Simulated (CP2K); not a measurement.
Consider 2-cyanoimidazole at its PBE geometry (Å).

```xyz
10

N     3.3052   -0.6004   -0.2689
C     2.1474   -0.5172   -0.1473
C     0.7455   -0.3632   -0.0114
N    -0.1376   -1.3199    0.2747
C    -1.3550   -0.6885    0.2899
C    -1.2169    0.6606    0.0111
N     0.1277    0.8573   -0.1789
H    -2.2691   -1.2335    0.5005
H    -1.9330    1.4702   -0.0645
H     0.5860    1.7346   -0.4053
```

Method: CP2K XAS_TDP, all-electron GAPW, PBEh(45%), aug-cc-pVDZ, TDA, GW2X-corrected core level, no relativity.

Q: Where do the C K-edge lines lie, and how strong are they?

Leading lines: C2 288.60 eV, C3 288.53 eV, C5 288.39 eV and C6 288.04 eV. The leading line of an atom is its first one with 35 % of the strongest within 2.5 eV of its lowest line over the strength cut. Core ionisation energies at this level: C3 294.32, C5 292.93, C2 294.15 and C6 293.42 eV.

The first six lines of each atom with a strength over 0.0015:

```
                     atom  energy (eV)  states  strength, one atom  above the computed threshold
   C2 (bonded to C and N)       288.60       1              0.0371                              
                                288.76       1              0.0513                              
                                292.89       1              0.0223                              
                                293.69       1              0.0076                              
                                293.95       1              0.0030                              
                                294.44       1              0.0015                           yes
 C3 (bonded to C and 2 N)       288.53       1              0.0404                              
                                291.35       1              0.0075                              
                                292.13       1              0.0042                              
                                293.27       1              0.0213                              
                                293.31       1              0.0045                              
                                293.77       1              0.0030                              
C5 (bonded to C, N and H)       288.39       1              0.0555                              
                                290.86       1              0.0071                              
                                291.40       1              0.0042                              
                                291.85       1              0.0025                              
                                291.99       1              0.0040                              
                                292.33       1              0.0020                              
C6 (bonded to C, N and H)       288.04       1              0.0494                              
                                290.76       1              0.0121                              
                                290.85       1              0.0048                              
                                291.65       1              0.0051                              
                                292.55       1              0.0052                              
                                292.58       1              0.0037
```

Lines are vertical, at one geometry, with no vibrational structure. GW2X ionisation energies and lines can be off by 1 to 2 eV either way, and a good line position may hide errors that cancel. These values hold no scalar relativity, about 0.1 eV for C 1s. Rydberg lines, and the discretised continuum above threshold, depend on the basis and the box.

[Banner, clock and machine lines of the logs are left out without a mark of their own.]

[Logs are printed without paths, hosts, clocks, repeated set-up lines and the standing remarks that a program may print on its own settings, such as how far it seeks lower states.]

[Hosts, paths, dates, database ids (printed as entryN), source tags and the programs' standing remarks are cut or masked in the printed files.]
